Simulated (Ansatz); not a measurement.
# Ti_Sn in SnO2 (P4_2/mnm): charge-transition levels and formation energies

Aim: at which Fermi levels does Ti_Sn in SnO2 (P4_2/mnm) change its charge? The model is a cell of 72 host atoms with 1 Sn taken out and 1 Ti put in.

Program: Ansatz 0.2.0. Level of theory: place-levels on r2SCAN runs: charge-transition levels and formation energies with image-charge correction and potential alignment at the atomic sites; PAW set soft_1. Results are calculated unless marked as measured.

**Measured values to reproduce.**

“Study on the Photocatalytic Properties of Flower-Shaped SnO2” (2022, pmc:9565917) quotes from earlier work for SnO2, rutile (bulk crystal): band gap (experimental gap quoted from earlier work) 3.6 eV [literature value quoted in passing in the paper's theory part; sample, method and …].

### Step 1. The starting structure

The cell holds 72 atoms: 23 Sn, 48 O and 1 Ti. Its edges and angles: a = 9.516 Å, b = 9.516 Å, c = 9.602 Å, α = 90.0°, β = 90.0°, γ = 90.0°. It derives from SnO2 (space group P4_2/mnm). Nearest the centre at fractional (0.500, 0.500, 0.667): Ti68 at 0.00 Å, O71 at 2.06 Å, O18 at 2.06 Å, O28 at 2.07 Å, O45 at 2.07 Å, O34 at 2.07 Å, O51 at 2.07 Å, Sn62 at 3.20 Å.

The host's dielectric constants go in as inputs: (4.60, 4.60, 4.91) for the electrons alone, (13.48, 13.48, 10.42) with the ions, from a response run on this crystal (DFPT, PBEsol) at that run's own cell.

The cell's shortest repeat is 9.5 Å.

### Step 2. What was run first

A transition level is the Fermi level at which two charge states cost the same, so each charge needs its own total energy, at its own relaxed structure.

Random displacements of about 0.05 Å break the site symmetry at the start, so that the relaxation can reach a distorted minimum if there is one. Forces are taken at one point at (¼, ¼, ¼). The cell holds 1 electron more than the neutral one, with a uniform background that keeps it neutral on the whole. The electron count is odd, so at least one spin is unpaired; this run locks the moment at 1 μB.

The sampling was tested on the host first: at the k-points planned (1x1x1 shifted 0.25 0.25 0.25) its energy lies 0.000 eV an atom from the dense-mesh value, under the bound of 0.02 eV set for this test; that bounds the host's error, not the defect's.

One state's input; the others differ in charge, spin, start and seed, and in occupations where the table says so.

Input file qm1_M1.relax/input.yaml:

```yaml
crystal:
  lattice:
    - [9.51550307, 0.0, 0.0]
    - [0.0, 9.51550307, 0.0]
    - [0.0, 0.0, 9.60204439]
  atoms:
    - { symbol: Sn, position: [0.25, 0.25, 0.16666667] }
    - { symbol: Sn, position: [0.0, 0.0, 0.0] }
[... 4 atom lines left out ...]
    - { symbol: Sn, position: [0.25, 0.25, 0.5] }
[... 5 atom lines left out ...]
    - { symbol: Sn, position: [0.25, 0.25, 0.83333333] }
[... 4 atom lines left out ...]
    - { symbol: O, position: [0.34702862, 0.34702862, 0.66666667] }
[... 6 atom lines left out ...]
    - { symbol: Sn, position: [0.25, 0.75, 0.5] }
[... 2 atom lines left out ...]
    - { symbol: O, position: [0.40297138, 0.59702862, 0.5] }
[... 2 atom lines left out ...]
    - { symbol: Sn, position: [0.25, 0.75, 0.83333333] }
[... 2 atom lines left out ...]
    - { symbol: O, position: [0.40297138, 0.59702862, 0.83333333] }
    - { symbol: O, position: [0.15297138, 0.65297138, 0.66666667] }
    - { symbol: O, position: [0.34702862, 0.84702862, 0.66666667] }
[... 6 atom lines left out ...]
    - { symbol: Sn, position: [0.75, 0.25, 0.5] }
[... 1 atom line left out ...]
    - { symbol: O, position: [0.59702862, 0.40297138, 0.5] }
[... 3 atom lines left out ...]
    - { symbol: Sn, position: [0.75, 0.25, 0.83333333] }
[... 1 atom line left out ...]
    - { symbol: O, position: [0.59702862, 0.40297138, 0.83333333] }
[... 1 atom line left out ...]
    - { symbol: O, position: [0.65297138, 0.15297138, 0.66666667] }
    - { symbol: O, position: [0.84702862, 0.34702862, 0.66666667] }
[... 1 atom line left out ...]
    - { symbol: Sn, position: [0.5, 0.5, 0.0] }
[... 4 atom lines left out ...]
    - { symbol: Sn, position: [0.75, 0.75, 0.5] }
    - { symbol: Sn, position: [0.5, 0.5, 0.33333333] }
[... 5 atom lines left out ...]
    - { symbol: Ti, position: [0.5, 0.5, 0.66666667], spin: 1.0 }
[... 2 atom lines left out ...]
    - { symbol: O, position: [0.65297138, 0.65297138, 0.66666667] }
    - { symbol: O, position: [0.84702862, 0.84702862, 0.66666667] }
  host:
    repeats: [2, 2, 3]
    atoms:
      - { symbol: Sn, position: [0.5, 0.5, 0.5] }
      - { symbol: Sn, position: [0.0, 0.0, 0.0] }
      - { symbol: O, position: [0.19405723, 0.80594277, 0.5] }
      - { symbol: O, position: [0.80594277, 0.19405723, 0.5] }
      - { symbol: O, position: [0.30594277, 0.30594277, 0.0] }
      - { symbol: O, position: [0.69405723, 0.69405723, 0.0] }
total_charge: -1
basis:
  ecutwfc: 500
  xc_grid: 2
hamiltonian:
  xc: r2scan
  pseudopotentials: { kind: paw, azcp: { folder: soft_1 } }
kpoints:
  mp_grid: { grid: [1, 1, 1], shift: [0.25, 0.25, 0.25] }
magnetization:
  spin_polarized: true
  initial_magnetization: 1
  spin_locking: { lock_magnetization: hard }
scf:
  occupations: { method: fixed }
  max_iter: 100
output:
  forces: true
  charged_corrections:
    epsilon: [4.6, 4.6, 4.91]
    static_epsilon: [13.48, 13.48, 10.42]
    defect_position: [0.5, 0.5, 0.666667]
relax:
  f_tol: 0.02
  max_steps: 80
  random_displacement: { amplitude: 0.05, seed: 6410 }
checkpoint:
  write: "../qm1_M1.relax.run"
  compress: false
  write_wavefunctions: true
  write_every: 100000
```

On the command line:

```sh
> ansatz run input.yaml --threads 4 --pin off --max-ram 15073MiB --backend cpu --events-out ev --progress --plain --runs-dir out
```

The relaxed structure is kept and the sampling changed to a 2×2×2 shifted mesh.

The run of this state that the levels use, under r2SCAN:

Input file qm1_M1.point/input.yaml:

```yaml
crystal:
  checkpoint: "../qm1_M1.relax.run"
  host: checkpoint
total_charge: -1
basis:
  ecutwfc: 500
  xc_grid: 2
hamiltonian:
  xc: r2scan
  pseudopotentials: { kind: paw, azcp: { folder: soft_1 } }
kpoints:
  mp_grid: { grid: [2, 2, 2], shift: [0.5, 0.5, 0.5] }
magnetization:
  spin_polarized: true
  initial_magnetization: 1
  spin_locking: { lock_magnetization: hard }
scf:
  occupations: { method: fermi_dirac, width: 0.01 }
  max_iter: 100
output:
  forces: true
  eigenvalues: true
  charged_corrections:
    epsilon: [4.6, 4.6, 4.91]
    static_epsilon: [13.48, 13.48, 10.42]
    defect_position: [0.5, 0.5, 0.666667]
  eigenstates: { localisation: true }
  populations: true
  efg: {}
  band_densities: [{ bands: [v1, v1] }, { bands: [c1, c1] }]
  write_density: true
  write_potential: true
  volumetric_format: npy
  elf: true
checkpoint:
  read: "../qm1_M1.relax.run"
  write: "../qm1_M1.point.run"
  compress: false
  write_wavefunctions: false
  write_every: 100000
```

Relaxations under r2SCAN at one point at (¼, ¼, ¼); times on 4 threads of Arm Neoverse V2, shared host:

```
charge  moment (μB)  occupations    outcome  steps  largest displacement against the far atoms (Å)     time
    −1            1        fixed  converged      6                                            0.05  8.3 min
     0            0        fixed  converged      5                                            0.08  2.3 min
```

Single points under r2SCAN at a 2×2×2 shifted mesh; times on 4 threads of Arm Neoverse V2, shared host:

```
charge  moment (μB)  occupations    outcome     time
    −1            1  fermi-dirac  converged  8.9 min
     0            0  fermi-dirac  converged  2.4 min
```

Distances (Å) from Ti68 to the nearest atoms after relaxation with r2SCAN:

```
charge  moment (μB)      1.      2.      3.      4.      5.      6.
    −1            1  O 2.01  O 2.01  O 2.02  O 2.02  O 2.02  O 2.02
     0            0  O 1.99  O 1.99  O 1.99  O 1.99  O 2.00  O 2.00
```

### Step 3. place-levels, r2SCAN

A charged cell interacts with its images and the background, and its potential has another zero than the host's. place-levels removes the first by a point-charge model, screened by the static dielectric constant since the ions have relaxed around the charge, and the second by comparing potentials at atoms far from the defect.

The host is a run of the defect-free crystal in the same cutoffs, grids and k-points, so that basis and sampling errors cancel in part in the differences. The host is run in a cell of 6 atoms on a matching mesh. Its band edges are searched through the zone by a band path, so the gap is smaller than, or equal to, that on the mesh. Chemical potentials are energies per atom of Sn (alpha-Sn (diamond)) and Ti (hcp), run with the same functional and cutoff.

Input file levels.point.yaml:

```yaml
host:
  run: host.point.run
states: [qm1_M1.point.run, q0.point.run]
geometry_from:
  qm1_M1.point.run: qm1_M1.relax.run
  q0.point.run: q0.relax.run
  host.point.run: host.relax.run
chemical_potentials:
  Sn:
    energy: -6038.703821
    dataset: <sha256 of the dataset>
  Ti:
    energy: -2504.373567
    dataset: <sha256 of the dataset>
epsilon: [4.6, 4.6, 4.91]
static_epsilon: [13.48, 13.48, 10.42]
vertical:
  - { from: qm1_M1.point.run, to: qm1_M1.point_neutral.run }
```

On the command line:

```sh
> ansatz place-levels levels.point.yaml -- --threads 4 --pin off --max-ram 15073MiB
```

Numbers of over 12 decimals in the logs are rounded to 6 here.

The log of the run:

```text
[... repeated set-up lines and file paths are left out, and long positions are rounded to six places ...]
(0/-1) 1.795 eV above the valence edge (+3.000 eV without the band-filling correction), 0.000 eV under the conduction edge
formation energy of charge 0: -3.997 eV with the Fermi level at the valence edge
formation energy of charge -1: -2.201 eV with the Fermi level at the valence edge
vertical -1 to 0: no energy, since no alignment is typed
  the change from vertical[0].from (qm1_M1.point.run) to vertical[0].to (qm1_M1.point_neutral.run): by its spins about the atoms it stands at 0.500 0.500 0.667, with an rms radius of about 3.7 Å (2.1 2.1 2.2 Å across the planes of the cell's vectors); [...]
  edges by r2scan, gap 1.795 eV; the host is sampled to repeats of 26.91 Å
  the defect's cells are sampled to repeats of 26.91 Å, like sampling
  charge 0: +0.000 eV for its dipole among its images, +0.000 omitted
  charge -1: -168688.5502 eV with its correction of +0.220 eV, at epsilon [13.48, 13.48, 10.42], aligned at sites: -0.0486 eV, mean over 37 atomic sites at or beyond 4.76 Å from the defect at [0.5000, 0.5000, 0.6667], with +0.000000 for the charge's moments [...]
  states[0] (qm1_M1.point.run): levels filled in part (TS 0.004 eV): its energy is of no whole electron's
  of states[0] (qm1_M1.point.run): it parts from the run at its places by a charge that spreads by about 2.2 Å along one vector (1.7 Å or more is wide), by the spins about the atoms, where the cell does not tell a trapped carrier from a band state. [...]
  vertical[0].from (qm1_M1.point.run): levels filled in part (TS 0.004 eV): its energy is of no whole electron's
  of vertical[0].from (qm1_M1.point.run): stability_check_not_made; [...]
```

The job ended after 0.19 s (4 threads of Arm Neoverse V2, shared host).

Levels between the charges placed, in eV above the valence top:

```
        gap (eV)  (0/−1)
r2SCAN      1.80    1.80
```

Corrections by state:

```
charge  moment (μB)  image terms and alignment (eV)  band filling (eV)                                  ε used  over the lowest of its charge, as the program ranks them, band filling apart (eV)
     0          0.0                           0.000                  -                                       -                                                                              0.000
    −1          1.0                           0.220             -1.204  principal values (10.42, 13.48, 13.48)                                                                              0.000
```

The charged structures listed were also run neutral, and place-levels reads from each pair, by the potential or the spins, how wide the charge is by which they differ; that can be the carrier of either run.

```
charge  rms radius (Å)  spread where it is widest against the cell (Å)  wide from (Å)  reading
    −1             3.7                                            2.20           1.66     wide
```

The neutral runs of these pairs need not share the spin of the lowest neutral state, and very wide values only mean spread over the cell.

From the program's caveats on the states, each cut to its opening words:

- charge −1 (1 μB): it parts from the run at its places by a charge that spreads by about 2.2 Å along one vector (1.7 Å or more is wide), by the spins about the atoms, where the [...]
- charge −1 (1 μB): a band-filling correction moves a carrier to the host's band edge, which changes its energy by -1.204 eV
- charge −1 (1 μB): flagged: stability check not made

The host's formation energy from the elements is -1.867 eV per atom; it sets how far the chemical potentials can move.

Formation energies (eV), O-rich (Δμ(O) = 0.00 eV, Δμ(Sn) = -5.60 eV, Δμ(Ti) = 0.00 eV):

```
charge  Fermi level at the valence top  at the conduction bottom
     0                           -9.60                     -9.60
    −1                           -7.80                     -9.60
```

Formation energies (eV), Sn-rich (Δμ(Sn) = 0.00 eV, Δμ(O) = -2.80 eV, Δμ(Ti) = 0.00 eV):

```
charge  Fermi level at the valence top  at the conduction bottom
     0                           -4.00                     -4.00
    −1                           -2.20                     -4.00
```

### Step 4. Effect of the sampling

The relaxations' own energies give the levels at their sampling, for comparison.

Input file levels.relax_mesh.yaml:

```yaml
host:
  run: host.relax.run
states: [qm1_M1.relax.run, q0.relax.run]
chemical_potentials:
  Sn:
    energy: -6038.703821
    dataset: <sha256 of the dataset>
  Ti:
    energy: -2504.373567
    dataset: <sha256 of the dataset>
```

On the command line:

```sh
> ansatz place-levels levels.relax_mesh.yaml -- --threads 4 --pin off --max-ram 15073MiB
```

The log of the run:

```text
[...]
formation energy of charge 0: -3.996 eV with the Fermi level at the valence edge
formation energy of charge -1: -2.201 eV with the Fermi level at the valence edge
  edges by r2scan, gap 1.795 eV; the host is sampled to repeats of 13.46 Å
[... the lines on each state left out ...]
```

It took 0.07 s on 4 threads.

Levels between neighbouring charges, in eV above the valence top:

```
                        gap (eV)  (0/−1)
one point at (¼, ¼, ¼)      1.80    1.80
  a 2×2×2 shifted mesh      1.80    1.80
```

Going from one point at (¼, ¼, ¼) to a 2×2×2 shifted mesh moves formation energies against the elements by up to 0.00 eV; band-filling terms, which differ between samplings, are in these energies.

### Step 5. Outcome

```json
{
  "gap of the host": "1.80 eV (r2SCAN)",
  "level (0/minus 1)": "1.80 eV above the valence top, at the conduction bottom (3.00 eV above the valence top without the band-filling term)",
  "lowest of the charges placed, just above the valence top (0.02 eV)": "0",
  "lowest of the charges placed, just below the conduction bottom (0.02 eV)": "0",
  "lowest formation energy at mid-gap of the charges run, O-rich": "-9.60 eV",
  "lowest formation energy at mid-gap of the charges run, Sn-rich": "-4.00 eV"
}
```

**Reading.** Of the charges placed (−1 and 0), 0 is the lowest from 0.02 eV above the valence top to 0.02 eV below the conduction bottom, a gap of 1.80 eV. Charges above 0 were not placed, so these runs say nothing of levels that involve them. States placed: 0 at 0 μB; −1 at 1 μB. Other spin states or structures, where not listed, weren't placed. The program finds carriers beyond a band edge of the host and adds a band-filling term at charge −1 (-1.20 eV); steps to such a charge show no bound level, and a defect level inside a band would be read the same way. Ti is taken at its element; compounds, which aren't counted here, bound the chemical potentials and would shift these formation energies. The lowest formation energy (O-rich and Sn-rich) is negative across the gap, so the defect would form by itself: these chemical potentials lie beyond what competing compounds allow, or the host is unstable against it. Going from one point at (¼, ¼, ¼) to a 2×2×2 shifted mesh moves formation energies against the elements by up to 0.00 eV; band-filling terms, which differ between samplings, are in these energies. Keep in mind: r2SCAN makes the gap too small and tends to spread out bound carriers; where a gas molecule sets a chemical potential or the host's formation energy, its binding is uncorrected; spin–orbit coupling, which can matter with heavy atoms, is left out.

Computed beside measured:

```
                             quantity  measured           r2SCAN
band gap (least gap of the host) (eV)       3.6  1.80 (-1.80 eV)
```

Measured values from pmc:9565917 (2022).

How well it matches: The band gap is off by -1.80 eV. Local and semilocal functionals usually give gaps below the measured ones. Spin-orbit coupling, left out here, can change the gap with such heavy elements. Zero-point and thermal motion shift the measured gap.

[Logs are printed without paths, hosts, clocks, repeated set-up lines and the standing remarks that a program may print on its own settings, such as how far it seeks lower states.]

[Hosts, paths, dates, database ids (printed as entryN), source tags and the programs' standing remarks are cut or masked in the printed files.]

[Where a table of states has a column of steps, it counts the stored structures, which are thinned; the runs took as many ionic steps or more.]

[A defect's name tells the site on which it was built; relaxed atoms can leave that site.]

[For some hosts the program warned that the k-mesh of the response run may be too coarse for force constants and the static dielectric constant; such warnings are not shown here.]
